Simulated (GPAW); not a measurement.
## Optical response of CoSi2

Aim: the dielectric function of CoSi2, and the optical constants that follow from it. The cell comes from an older database entry, whose edges can differ from later determinations, mostly by under a per cent.

Main program and level: GPAW 26.7.0; DFT, PBE, plane-wave PAW (GPAW data sets), scalar-relativistic, RPA, optical limit.

This is a report of a sequence of runs, with most program output left out.

The database entry behind the starting cell differs from later determinations by our own check (0.1 to 0.3 % short, probably kX units), so it need not match the best structure at ambient conditions.

## Step 1: The structure

Symmetry: Fm-3m, No. 225, cubic system. Conventional cell: a = 5.356 Å, b = 5.356 Å, c = 5.356 Å, α = 90.00°, β = 90.00°, γ = 90.00°. Nearest to Co lie 8 Si at 2.32 Å. Nearest to Si lie 4 Co at 2.32 Å. Farther neighbours are not listed.

## Step 2: Ground state

The self-consistent density comes first; it also tells whether there is a gap, which decides the occupations and the need for a Drude term.

This step: DFT, PBE, plane-wave PAW (GPAW data sets), scalar-relativistic, ground state (GPAW 26.7.0).

File gs.py:

```python
from ase import Atoms
from ase.dft.bandgap import bandgap
from gpaw import GPAW, PW, FermiDirac

atoms = Atoms(['Co', 'Si', 'Si'],
              cell=[[0.000000000000, 2.678000000000, 2.678000000000],
                    [2.678000000000, 0.000000000000, 2.678000000000],
                    [2.678000000000, 2.678000000000, 0.000000000000]],
              scaled_positions=[[0.000000000000, 0.000000000000, 0.000000000000],
                                [0.750000000000, 0.750000000000, 0.750000000000],
                                [0.250000000000, 0.250000000000, 0.250000000000]],
              pbc=[True, True, True])
atoms.calc = GPAW(mode=PW(500), xc='PBE', kpts={'size': (7, 7, 7), 'gamma': True},
                  occupations=FermiDirac(0.05), maxiter=150, txt='gs.txt')
print('energy (eV)', atoms.get_potential_energy())
print('Fermi level (eV)', atoms.calc.get_fermi_level())
print('valence electrons', atoms.calc.get_number_of_electrons())
print('gap (eV)', bandgap(atoms.calc, output=None)[0])
print('direct gap (eV)', bandgap(atoms.calc, direct=True, output=None)[0])
atoms.calc.write('gs.gpw')
```

Command:

```bash
> OMP_NUM_THREADS=1 python gs.py
```

Elapsed: 4.5 s, on 1 thread of AMD EPYC 9R14 (Zen 4), shared host; peak memory 0.15 GiB.

This run has no spin polarisation, although Co can carry a moment.

Read-outs, printed or worked out from the files:

* energy: -20.36 eV
* Fermi energy: 9.680 eV
* electrons: 17

There are states at the Fermi level within the smearing, so the occupations stay smeared and the carriers get a Drude term.

## Step 3: Bands for the response

The response needs many more empty bands than the density does.

This step: DFT, PBE, plane-wave PAW (GPAW data sets), scalar-relativistic, bands at fixed density (GPAW 26.7.0).

File nscf.py:

```python
from ase.dft.bandgap import bandgap
from gpaw import GPAW, FermiDirac

calc = GPAW('gs.gpw').fixed_density(kpts={'size': (12, 12, 12), 'gamma': True}, nbands=35, convergence={'bands': 29},
                                    occupations=FermiDirac(0.05), txt='nscf.txt')
print('gap (eV)', bandgap(calc, output=None)[0])
print('direct gap (eV)', bandgap(calc, direct=True, output=None)[0])
print('top band over the Fermi level (eV)', min(calc.get_eigenvalues(kpt=k)[28] for k in range(len(calc.get_ibz_k_points()))) - calc.get_fermi_level())
calc.write('full.gpw', mode='all')
```

Command:

```bash
> OMP_NUM_THREADS=1 python nscf.py
```

Elapsed: 52 s, on 1 thread; peak memory 0.21 GiB.

## Step 4: Dielectric function, RPA

Transitions between filled and empty bands, summed over the zone, give the optical response, so mesh, band count and broadening shape it.

The induced potential is part of this response.

This step: DFT, PBE, plane-wave PAW (GPAW data sets), scalar-relativistic, RPA, optical limit (GPAW 26.7.0).

File df.py:

```python
from gpaw.response.df import DielectricFunction

df = DielectricFunction('full.gpw', frequencies={'type': 'nonlinear', 'domega0': 0.03, 'omega2': 8},
                        ecut=50,
                        eta=0.15,
                        nbands=29,
                        rate=0.05,
                        txt='df.txt')
for direction in ['x']:
    df.get_dielectric_function(xc='RPA', direction=direction, filename=f'df_{direction}.csv')
```

Command:

```bash
> OMP_NUM_THREADS=1 python df.py
```

Elapsed: 5.5 s, on 1 thread; peak memory 0.24 GiB.

The Im ε, E ∥ x has structure finer than the step of the table below, so its rows give means over 0.5 eV, whole bins alone (the curve runs from 0.305 to 14.0 eV). Peaks (eV: height): 3.02: 14.3, 5.47: 18.2.

Sum at mesh points, not converged in k. The Im ε, E ∥ x by photon energy; means over each step:

| photon energy (eV) | Im ε, E ∥ x |
| --- | --- |
| 1.0 | 11.2 |
| 1.5 | 5.86 |
| 2.0 | 6.12 |
| 2.5 | 9.87 |
| 3.0 | 12.7 |
| 3.5 | 9.41 |
| 4.0 | 10.3 |
| 4.5 | 10.4 |
| 5.0 | 11.6 |
| 5.5 | 16.9 |
| 6.0 | 14.7 |
| 6.5 | 11.7 |
| 7.0 | 7.92 |
| 7.5 | 6.31 |
| 8.0 | 5.36 |
| 8.5 | 4.22 |
| 9.0 | 3.03 |
| 9.5 | 2.77 |
| 10.0 | 2.18 |
| 10.5 | 1.81 |
| 11.0 | 1.85 |
| 11.5 | 1.47 |
| 12.0 | 1.19 |
| 12.5 | 0.987 |
| 13.0 | 0.870 |
| 13.5 | 0.777 |

Values under 1 per cm are given as 1; sum at mesh points, not converged in k. Table of absorption coefficient, E ∥ x by photon energy:

| photon energy (eV) | absorption coefficient, E ∥ x (1/cm) |
| --- | --- |
| 0.492 | 5.7e5 |
| 1.010 | 5.4e5 |
| 1.486 | 3.7e5 |
| 1.985 | 2.3e5 |
| 2.508 | 3.8e5 |
| 3.018 | 7.0e5 |
| 3.510 | 6.0e5 |
| 3.980 | 6.7e5 |
| 4.516 | 8.2e5 |
| 4.981 | 8.5e5 |
| 5.515 | 1.6e6 |
| 6.021 | 1.8e6 |
| 6.494 | 2.0e6 |
| 6.985 | 2.0e6 |
| 7.496 | 1.9e6 |
| 8.026 | 2.0e6 |
| 8.516 | 2.0e6 |
| 9.023 | 1.9e6 |
| 9.483 | 1.9e6 |
| 10.026 | 1.9e6 |
| 10.519 | 1.8e6 |
| 11.029 | 1.8e6 |
| 11.479 | 1.8e6 |
| 12.023 | 1.8e6 |
| 12.504 | 1.7e6 |
| 13.000 | 1.7e6 |
| 13.512 | 1.6e6 |

Sum at mesh points, not converged in k. Table of Im ε, E ∥ x by photon energy; read off at these points:

| photon energy (eV) | without local fields | with local fields |
| --- | --- | --- |
| 0.500 | 55.7 | 55.7 |
| 0.750 | 21.3 | 21.3 |
| 1.000 | 9.68 | 9.67 |
| 1.250 | 6.79 | 6.74 |
| 1.500 | 5.72 | 5.65 |
| 1.750 | 5.18 | 5.09 |
| 2.000 | 5.93 | 5.78 |
| 2.250 | 8.77 | 8.55 |
| 2.500 | 9.76 | 9.51 |
| 2.750 | 12.4 | 12.0 |
| 3.000 | 14.6 | 14.3 |
| 3.250 | 9.76 | 9.62 |
| 3.500 | 9.51 | 9.39 |
| 3.750 | 9.91 | 9.65 |
| 4.000 | 10.0 | 9.65 |
| 4.200 | 12.3 | 11.8 |
| 4.250 | 12.2 | 11.8 |
| 4.500 | 10.4 | 10.1 |
| 4.750 | 10.6 | 10.1 |
| 5.000 | 11.4 | 10.7 |
| 5.250 | 17.0 | 15.8 |
| 5.416 | 19.3 | 18.2 |
| 5.466 | 19.2 | 18.2 |
| 5.500 | 18.8 | 17.9 |
| 5.750 | 15.6 | 15.1 |
| 6.000 | 15.8 | 15.4 |
| 6.250 | 13.1 | 13.1 |
| 6.500 | 11.5 | 11.7 |
| 6.750 | 9.86 | 10.3 |
| 7.000 | 7.82 | 7.72 |
| 7.250 | 6.58 | 6.43 |
| 7.500 | 6.43 | 6.27 |
| 7.750 | 6.38 | 6.31 |
| 8.000 | 5.19 | 5.15 |
| 8.250 | 4.93 | 4.90 |
| 8.500 | 4.22 | 4.19 |
| 8.750 | 3.67 | 3.67 |
| 9.000 | 2.86 | 2.84 |
| 9.250 | 2.87 | 2.81 |
| 9.500 | 2.87 | 2.83 |
| 9.750 | 2.52 | 2.49 |
| 10.000 | 2.21 | 2.16 |
| 10.250 | 1.96 | 1.98 |
| 10.500 | 1.74 | 1.76 |
| 10.750 | 1.82 | 1.80 |
| 11.000 | 1.85 | 1.86 |
| 11.250 | 1.68 | 1.74 |
| 11.500 | 1.41 | 1.46 |
| 11.750 | 1.26 | 1.29 |
| 12.000 | 1.20 | 1.21 |
| 12.250 | 1.06 | 1.05 |
| 12.500 | 0.980 | 0.970 |
| 12.750 | 0.958 | 0.965 |
| 13.000 | 0.851 | 0.866 |
| 13.250 | 0.758 | 0.779 |
| 13.500 | 0.784 | 0.790 |
| 13.750 | 0.726 | 0.747 |

The loss function −Im 1/ε at q → 0, E ∥ x has structure finer than the step of the table below, so its rows give means over 0.5 eV, whole bins alone (the curve runs from 0.305 to 14.0 eV). Peaks (eV: height): 1.73: 0.194.

Sum at mesh points, not converged in k. Table of loss function −Im 1/ε at q → 0, E ∥ x by energy loss; means over each step:

energy loss (eV), loss function −Im 1/ε at q → 0, E ∥ x and a bar:
```
      1.0      0.014 
      1.5      0.114 #########
      2.0      0.110 ########
      2.5      0.063 ####
      3.0      0.069 #####
      3.5      0.086 ######
      4.0      0.075 #####
      4.5      0.081 ######
      5.0      0.065 ####
      5.5      0.057 ####
      6.0      0.065 ####
      6.5      0.071 #####
      7.0      0.079 ######
      7.5      0.103 ########
      8.0      0.104 ########
      8.5      0.109 ########
      9.0      0.122 #########
      9.5      0.148 ###########
     10.0      0.155 ############
     10.5      0.188 ###############
     11.0      0.218 #################
     11.5      0.207 #################
     12.0      0.229 ##################
     12.5      0.267 ######################
     13.0      0.302 #########################
     13.5      0.364 ##############################
```

The reflectivity at normal incidence, E ∥ x has structure finer than the step of the table below, so its rows give means over 0.5 eV, whole bins alone (the curve runs from 0.305 to 14.0 eV). Peaks (eV: height): 3.06: 44.1, 6.87: 60.6, 8.96: 63.5, 12.18: 61.0.

Sum at mesh points, not converged in k. Reflectivity at normal incidence, E ∥ x against photon energy; means over each step:

photon energy (eV), reflectivity at normal incidence, E ∥ x (%) and a bar from the least value:
```
      1.0       87.1 ##############################
      1.5       54.2 #############
      2.0       27.8 
      2.5       36.0 ####
      3.0       41.6 #######
      3.5       35.3 ####
      4.0       36.7 #####
      4.5       37.4 #####
      5.0       38.7 #####
      5.5       49.5 ###########
      6.0       52.5 #############
      6.5       56.3 ##############
      7.0       59.9 ################
      7.5       55.5 ##############
      8.0       57.9 ###############
      8.5       59.9 ################
      9.0       61.4 #################
      9.5       58.0 ###############
     10.0       60.2 ################
     10.5       58.5 ################
     11.0       54.6 ##############
     11.5       59.2 ################
     12.0       60.0 ################
     12.5       59.7 ################
     13.0       59.2 ################
     13.5       57.3 ###############
```

From ε follow the optical constants at some laser and lamp lines:

| wavelength (nm) | n | k | R (%) | 1/α |
| --- | --- | --- | --- | --- |
| 1550 | 1.28 | 7.090 | 90.8 | 17 nm |
| 800 | 1.28 | 2.192 | 48.8 | 29 nm |
| 633 | 2.44 | 1.118 | 25.4 | 45 nm |
| 450 | 3.36 | 1.804 | 39.6 | 20 nm |
| 405 | 2.96 | 2.341 | 44.1 | 14 nm |
| 365 | 2.70 | 1.690 | 34.7 | 17 nm |
| 248 | 3.15 | 1.697 | 37.3 | 12 nm |

A polished face would reflect 32 % of daylight and look faintly blue (CIE x = 0.284, y = 0.309 under D65).

## Step 5: Summary of results

At this level (PBE, RPA) CoSi2 is a metal. The mesh is too coarse to trust the carriers' weight, the reflectivity or the colour to better than tens of per cent. A polished face would reflect 32 % of daylight and look faintly blue (CIE x = 0.284, y = 0.309 under D65). The carriers' damping of 0.05 eV is typed, not computed; it shapes the response at the lowest energies. The run has no spin polarisation; magnetic order or correlation, untested here, could change the spectrum. In this version of GPAW the matrix elements of the optical limit are incomplete, which can lower ε − 1 by up to a tenth where first-row anions or d states rule, and shift it by more in d metals. GPAW's carrier term has the form −ωp²/(ω + i·rate)², which damps like twice the rate and fails at low energy, so the curves leave the lowest energies out. The sum runs over mesh points 0.17 Å⁻¹ apart with no interpolation, so peaks are partly noise of the mesh, and the Drude plasma energy, a sum over the Fermi surface, isn't converged.

[Machine, clock and banner lines and Python warnings are left out of the logs.]

[Logs are printed without paths, hosts, clocks, repeated set-up lines and the standing remarks that a program may print on its own settings, such as how far it seeks lower states.]

[Hosts, paths, dates, database ids (printed as entryN), source tags and the programs' standing remarks are cut or masked in the printed files.]
